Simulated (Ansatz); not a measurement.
# KLiIBr, from a guessed structure to a relaxed one, part 2 of 2

Starting from a made-up structure for KLiIBr, the aim is the relaxed cell, its shortest contacts and, where a second run follows, its electronic structure.

Ansatz 0.2.0; DFT, PBEsol, plane-wave PAW, files of the set soft_1, scalar-relativistic, no spin, cell and ions relaxed at zero pressure; PAW set soft_1 (the session's first sound run).

So far: Set-up; Relaxation of the guess. The relaxed cell has a = 4.394, c = 6.632 Å (conventional setting).

**3. Bands of the relaxed cell**

A second self-consistent run takes a narrower smearing and the mesh shown in its input; the bands follow along the standard path of the relaxed lattice.

This step: DFT, PBEsol, plane-wave PAW, files of the set soft_1, scalar-relativistic, no spin, bands and density of states at the relaxed cell; PAW set soft_1 (Ansatz 0.2.0).

Input file input.yaml:

```yaml
crystal:
  lattice:
    - [4.3944619374, 0.0, 0.0]
    - [0.0, 4.3944619374, 0.0]
    - [0.0, 0.0, 6.6324653381]
  atoms:
    - { symbol: I, position: [0.5, 0.5, 0.0] }
    - { symbol: Br, position: [0.0, 0.0, 0.5] }
    - { symbol: K, position: [0.5, 0.5, 0.5] }
    - { symbol: Li, position: [0.0, 0.0, 0.0] }
kpoints:
  mp_grid: { grid: [8, 8, 6] }
  band_path:
    path:
      - [[0.0, 0.0, 0.0], [0.0, 0.5, 0.0], [0.5, 0.5, 0.0], [0.0, 0.0, 0.0], [0.0, 0.0, 0.5], [0.0, 0.5, 0.5], [0.5, 0.5, 0.5], [0.0, 0.0, 0.5]]
      - [[0.0, 0.5, 0.0], [0.0, 0.5, 0.5]]
      - [[0.5, 0.5, 0.0], [0.5, 0.5, 0.5]]
    npoints: 8
scf:
  occupations: { method: fermi_dirac, width: 0.03 }
  n_extra_bands: 8
hamiltonian:
  xc: pbesol
  pseudopotentials: { kind: paw, azcp: { folder: soft_1 }, xc_functional: pbe }
output:
  forces: true
  stress: true
  write_bands: true
  dos: { projected: true }
  write_density: true
  write_potential: true
  elf: true
  volumetric_format: npy
```

On the command line:

```bash
ansatz run input.yaml --threads 4 --pin off --max-ram 8192MiB --backend cpu --events-out ev --progress --plain --runs-dir out
```

Numbers of over 12 decimals in the logs are rounded to 6 here.

The program printed:

```text
[...]
Crystal: 4 atoms, lattice volume = 128.081 Å³
Basis set: ecut = 420 eV, 2535 PW (Γ), exchange–correlation on 60×60×90 points (8 copies of the dense FFT grid, shifted against one another)
Bands: 26, of which v1, the nominal top of the filled ones, is band 18 counted from 1 (17 counted from 0)
Symmetry: 16 space group operations
[...]
k-points: 60 of 384
[...]
SCF iter   1: F=—  HF=-11894.907702 eV  |F-HF|=—  |Δ(HF+E_count)|=         —  Δρ=3.57e-2  dr2=3.07e0  ethr=3.10e-3  ⟨swp⟩=8.8  Hψ=9504  notcnv=0
[...]
SCF iter   8: F=-11893.482638 eV  HF=-11893.482638 eV  |F-HF|=3.26e-8  |Δ(HF+E_count)|=   7.79e-7  Δρ=4.78e-6  dr2=3.96e-8  ethr=2.78e-10  ⟨swp⟩=17.9  Hψ=14037  notcnv=0
SCF 1 converged in 8 iterations: F = -11893.482638 eV  dr2 = 3.96e-8
[...]
NSCF: frozen V_eff on 75 k-points
SCF converged after 8 iterations
Free energy (F): -11893.482638 eV
[...]
Internal energy: -11893.482638 eV  (E = F + TS)
E sigma→0 (E₀):  -11893.482638 eV
Fermi energy:    4.111296 eV
[...]
--- Stress (GPa, compression-positive) ---
       -0.045977       0.000000      -0.000000
        0.000000      -0.045977       0.000000
       -0.000000       0.000000       0.011778
  P = ⅓ Tr σ = -0.0267 GPa (-0.267 kbar)
--- Band table (eV; the first three rows and the last of 60) ---
  k-point 0: bands = [... 14 lower, 1.6399, 2.1184, 2.1184, 2.1858, 5.9842, 7.7958, 8.2490, 9.7618, ... 4 higher]
  k-point 1: bands = [... 14 lower, 1.6648, 1.9725, 2.0817, 2.0817, 6.2192, 7.8686, 8.3777, 9.5414, ... 4 higher]
  k-point 2: bands = [... 14 lower, 1.7336, 1.7336, 1.9895, 1.9895, 6.7442, 8.0701, 8.4198, 9.0991, ... 4 higher]
  k-point 59: bands = [... 14 lower, 1.3654, 1.3654, 1.4032, 1.5068, 7.4420, 8.8826, 9.3645, 9.3645, ... 4 higher]
```

The job ended after 5.6 s (4 threads of Arm Neoverse V1, shared host; peak memory 0.52 GiB; 21 s of CPU time).

This step gave:

```
free energy       : -11893.4826 eV
Fermi energy      : 4.111 eV
pressure          : -0.02673 GPa
gap on the k-mesh : 3.798 eV
```

From bands.tsv. Electronic bands along the path, in eV, zero at the valence top; v1 is the highest filled band, c1 the lowest empty one:

| point | v4 | v3 | v2 | v1 | c1 | c2 | c3 | c4 |
| --- | --- | --- | --- | --- | --- | --- | --- | --- |
| Γ | -0.55 | -0.07 | -0.07 | 0.00 | 3.80 | 5.61 | 6.06 | 7.58 |
| halfway | -0.83 | -0.53 | -0.19 | -0.12 | 4.75 | 6.33 | 6.73 | 7.08 |
| X | -0.98 | -0.60 | -0.55 | -0.05 | 5.50 | 6.23 | 6.83 | 6.97 |
| halfway | -0.87 | -0.71 | -0.63 | -0.44 | 5.14 | 5.89 | 6.33 | 7.22 |
| M | -0.75 | -0.63 | -0.63 | -0.31 | 4.40 | 5.48 | 5.48 | 7.33 |
| halfway | -1.17 | -0.90 | -0.41 | -0.25 | 5.55 | 6.29 | 6.58 | 6.84 |
| Γ | -0.55 | -0.07 | -0.07 | 0.00 | 3.80 | 5.61 | 6.06 | 7.58 |
| halfway | -0.49 | -0.43 | -0.15 | -0.15 | 4.28 | 5.77 | 6.27 | 7.14 |
| Z | -0.39 | -0.39 | -0.27 | -0.27 | 4.94 | 5.99 | 6.06 | 6.63 |
| halfway | -0.53 | -0.44 | -0.43 | -0.24 | 5.20 | 5.52 | 7.08 | 7.56 |
| R | -0.59 | -0.51 | -0.40 | -0.07 | 4.93 | 5.12 | 6.60 | 8.36 |
| halfway | -1.01 | -0.71 | -0.54 | -0.50 | 5.51 | 5.71 | 6.68 | 7.81 |
| A | -0.82 | -0.82 | -0.78 | -0.68 | 5.26 | 6.70 | 7.18 | 7.18 |
| halfway | -1.13 | -0.60 | -0.53 | -0.33 | 5.71 | 6.24 | 6.63 | 7.39 |
| Z | -0.39 | -0.39 | -0.27 | -0.27 | 4.94 | 5.99 | 6.06 | 6.63 |
| jump to X | -0.98 | -0.60 | -0.55 | -0.05 | 5.50 | 6.23 | 6.83 | 6.97 |
| halfway | -0.66 | -0.60 | -0.53 | -0.06 | 5.29 | 5.41 | 6.71 | 7.84 |
| R | -0.59 | -0.51 | -0.40 | -0.07 | 4.93 | 5.12 | 6.60 | 8.36 |
| jump to M | -0.75 | -0.63 | -0.63 | -0.31 | 4.40 | 5.48 | 5.48 | 7.33 |
| halfway | -0.77 | -0.72 | -0.72 | -0.50 | 4.72 | 5.97 | 5.97 | 7.66 |
| A | -0.82 | -0.82 | -0.78 | -0.68 | 5.26 | 6.70 | 7.18 | 7.18 |

States per cell as run, both spins, in windows of 1 eV, from dos.tsv (zero at the valence-band top):

```
from  to  total
  -8  -7   0.00
  -7  -6   0.00
  -6  -5   0.00
  -5  -4   0.00
  -4  -3   0.00
  -3  -2   0.10
  -2  -1   4.14
  -1   0   7.76
   0   1   0.00
   1   2   0.00
   2   3   0.00
   3   4   0.00
   4   5   0.46
   5   6   2.45
   6   7   3.13
   7   8   4.24
```

A further 24.0 states lie below the table's range.

Valence density in the ac plane at fractional y = 0.000, with atoms of Br and Li within 0.2 Å of it. It is the smooth field of the valence electrons, not physical close to the nuclei.

Values in e/Å³, 21 rows by 14 columns, each cell a mean:
```
 4.9  1.9  0.1  0.0  0.0  0.0  0.0  0.0  0.0  0.0  0.0  0.0  0.4  2.9
 0.7  0.3  0.0  0.0  0.0  0.0  0.0  0.0  0.0  0.0  0.0  0.0  0.1  0.4
 0.0  0.0  0.0  0.0  0.0  0.0  0.0  0.0  0.0  0.0  0.0  0.0  0.0  0.0
 0.0  0.0  0.0  0.0  0.0  0.0  0.0  0.0  0.0  0.0  0.0  0.0  0.0  0.0
 0.1  0.0  0.0  0.0  0.0  0.0  0.0  0.0  0.0  0.0  0.0  0.0  0.0  0.0
 0.1  0.1  0.1  0.1  0.0  0.0  0.0  0.0  0.0  0.0  0.0  0.1  0.1  0.1
 0.4  0.3  0.2  0.1  0.1  0.0  0.0  0.0  0.0  0.0  0.1  0.1  0.2  0.3
 0.9  0.7  0.4  0.2  0.1  0.0  0.0  0.0  0.0  0.1  0.1  0.3  0.6  0.8
 1.0  1.1  0.9  0.4  0.2  0.1  0.0  0.0  0.0  0.1  0.2  0.6  1.0  1.1
 0.2  0.8  1.1  0.6  0.2  0.1  0.0  0.0  0.0  0.1  0.3  0.8  1.1  0.6
-0.1  0.7  1.1  0.6  0.2  0.1  0.0  0.0  0.0  0.1  0.3  0.8  1.1  0.4
 0.8  1.1  1.0  0.5  0.2  0.1  0.0  0.0  0.0  0.1  0.3  0.6  1.1  1.0
 1.1  0.9  0.6  0.3  0.1  0.0  0.0  0.0  0.0  0.1  0.2  0.4  0.8  1.0
 0.5  0.4  0.3  0.1  0.1  0.0  0.0  0.0  0.0  0.0  0.1  0.2  0.3  0.5
 0.2  0.2  0.1  0.1  0.0  0.0  0.0  0.0  0.0  0.0  0.0  0.1  0.1  0.2
 0.1  0.1  0.0  0.0  0.0  0.0  0.0  0.0  0.0  0.0  0.0  0.0  0.1  0.1
 0.0  0.0  0.0  0.0  0.0  0.0  0.0  0.0  0.0  0.0  0.0  0.0  0.0  0.0
 0.0  0.0  0.0  0.0  0.0  0.0  0.0  0.0  0.0  0.0  0.0  0.0  0.0  0.0
 0.2  0.1  0.0  0.0  0.0  0.0  0.0  0.0  0.0  0.0  0.0  0.0  0.0  0.1
 3.0  1.1  0.1  0.0  0.0  0.0  0.0  0.0  0.0  0.0  0.0  0.0  0.3  1.8
 7.9  3.1  0.2  0.0  0.0  0.0  0.0  0.0  0.0  0.0  0.0  0.0  0.8  4.8
```
Columns run along a (4.4 Å), rows up along c (6.6 Å). Atoms in or near the plane, at fractional coordinates: Br at (0.00, 0.50), Li at (0.00, 0.00).

Electrostatic potential energy in the ac plane at fractional y = 0.000, with atoms of Br and Li within 0.2 Å of it. With pseudopotentials it is smooth inside the atoms' cores, unlike the true potential.

Ten even steps from '_' (-48 eV) to '@' (8 eV), each cell a mean:
```
::==##@@@@@@@@@@@@@@@@%%**--
++##%%@@@@@@@@@@@@@@@@@@%%**
%%%%@@@@@@@@@@@@@@@@@@@@@@%%
@@@@@@@@@@@@@@@@@@@@@@@@@@@@
@@@@@@@@@@@@@@@@@@@@@@@@@@@@
@@@@@@@@@@@@@@@@@@@@@@@@@@@@
@@@@@@@@@@@@@@@@@@@@@@@@@@@@
**##%%@@@@@@@@@@@@@@@@@@%%**
__..**%%@@@@@@@@@@@@@@%%==..
____--%%@@@@@@@@@@@@@@**..__
____::##@@@@@@@@@@@@@@**..__
____++%%@@@@@@@@@@@@@@##--__
--++##@@@@@@@@@@@@@@@@@@**==
%%%%@@@@@@@@@@@@@@@@@@@@@@%%
@@@@@@@@@@@@@@@@@@@@@@@@@@@@
@@@@@@@@@@@@@@@@@@@@@@@@@@@@
@@@@@@@@@@@@@@@@@@@@@@@@@@@@
%%@@@@@@@@@@@@@@@@@@@@@@@@@@
####%%@@@@@@@@@@@@@@@@@@%%##
--++%%@@@@@@@@@@@@@@@@%%##==
..--##%%@@@@@@@@@@@@@@%%++::
```
Columns run along a (4.4 Å; values clipped at the 3rd and 97th percentile), rows up along c (6.6 Å). Atoms in or near the plane, at fractional coordinates: Br at (0.00, 0.50), Li at (0.00, 0.00).

ELF in the ac plane at fractional y = 0.000, with atoms of Br and Li within 0.2 Å of it. It is the smooth field of the valence electrons, not physical close to the nuclei.

Values in units of 1e-1, 21 rows by 14 columns, each cell a mean:
```
9.6 7.4 0.8 0.2 0.5 0.6 0.6 0.6 0.6 0.6 0.4 0.1 2.9 8.8
4.7 2.1 0.1 0.2 0.4 0.5 0.5 0.5 0.5 0.5 0.4 0.1 0.5 3.2
0.1 0.1 0.1 0.2 0.3 0.3 0.3 0.3 0.3 0.3 0.3 0.2 0.1 0.1
0.8 0.7 0.5 0.3 0.2 0.2 0.2 0.2 0.2 0.2 0.3 0.4 0.6 0.8
3.8 3.2 1.9 0.9 0.3 0.2 0.1 0.1 0.1 0.2 0.5 1.2 2.5 3.5
6.9 6.4 5.1 3.2 1.3 0.3 0.1 0.1 0.2 0.6 1.9 3.9 5.8 6.6
8.2 8.0 7.3 5.9 3.6 1.1 0.2 0.1 0.4 1.9 4.5 6.6 7.6 8.1
8.7 8.7 8.3 7.5 5.8 2.4 0.5 0.2 0.9 3.7 6.5 7.9 8.5 8.7
5.8 7.6 8.7 8.3 7.1 3.6 0.8 0.3 1.4 5.2 7.6 8.6 8.5 6.9
0.8 4.0 8.5 8.6 7.5 4.2 0.9 0.3 1.7 5.8 8.0 8.8 7.3 2.4
0.2 2.9 8.3 8.7 7.6 4.3 0.9 0.3 1.7 5.9 8.1 8.8 6.8 1.3
3.7 6.4 8.7 8.4 7.3 3.8 0.8 0.3 1.5 5.5 7.8 8.7 8.2 5.3
8.3 8.6 8.6 7.9 6.4 3.0 0.6 0.2 1.1 4.5 7.1 8.3 8.7 8.5
8.5 8.3 7.8 6.7 4.5 1.6 0.3 0.1 0.5 2.6 5.4 7.2 8.0 8.4
7.4 7.1 6.1 4.3 2.0 0.6 0.2 0.1 0.2 1.0 2.8 5.0 6.6 7.3
5.3 4.7 3.1 1.5 0.5 0.2 0.1 0.1 0.1 0.3 0.8 2.1 3.8 5.0
1.6 1.4 0.8 0.4 0.2 0.2 0.2 0.2 0.2 0.2 0.3 0.5 1.0 1.5
0.2 0.2 0.2 0.2 0.3 0.3 0.3 0.3 0.3 0.3 0.3 0.2 0.2 0.2
1.8 0.6 0.1 0.2 0.4 0.4 0.4 0.4 0.4 0.4 0.3 0.1 0.1 1.0
8.8 5.7 0.4 0.2 0.5 0.5 0.5 0.5 0.5 0.5 0.4 0.1 1.9 7.3
9.9 8.7 1.4 0.2 0.5 0.6 0.6 0.6 0.6 0.6 0.3 0.1 4.1 9.5
```
Columns run along a (4.4 Å), rows up along c (6.6 Å). Atoms in or near the plane, at fractional coordinates: Br at (0.00, 0.50), Li at (0.00, 0.00).

**4. Summary of results**

```yaml
space_group_relaxed: P4/mmm
conventional_cell: a = 4.394, b = 4.394, c = 6.632 Å; α = 90.0°, β = 90.0°, γ = 90.0°
volume_per_atom: 32.02 Å³ (guess 33.10)
```

What this shows: KLiIBr relaxes to P4/mmm with a = 4.394, b = 4.394 and c = 6.632 Å. The guessed volume was 3 % too large. The space group P4/mmm was held in the relaxation, so the end point is a stationary structure within it and may be a saddle against distortions or other arrangements. It has a direct Kohn–Sham gap of 3.80 eV, which semilocal functionals understate. On the 8×8×6 mesh with the narrower smearing (relaxed on 6×6×4) the forces vanish, as symmetry may demand, and the largest stress component is 0.046 GPa, within the relaxation's thresholds of 0.015 eV/Å and 0.05 GPa. The cutoff wasn't tested. Spin-orbit coupling is left out, which can matter for elements this heavy. No dispersion term is used, so weakly bound directions may come out too long. Nothing here tests whether the compound is stable against decomposition.

[Logs are printed without paths, hosts, clocks, repeated set-up lines and the standing remarks that a program may print on its own settings, such as how far it seeks lower states.]

[Hosts, paths, dates, database ids (printed as entryN), source tags and the programs' standing remarks are cut or masked in the printed files.]
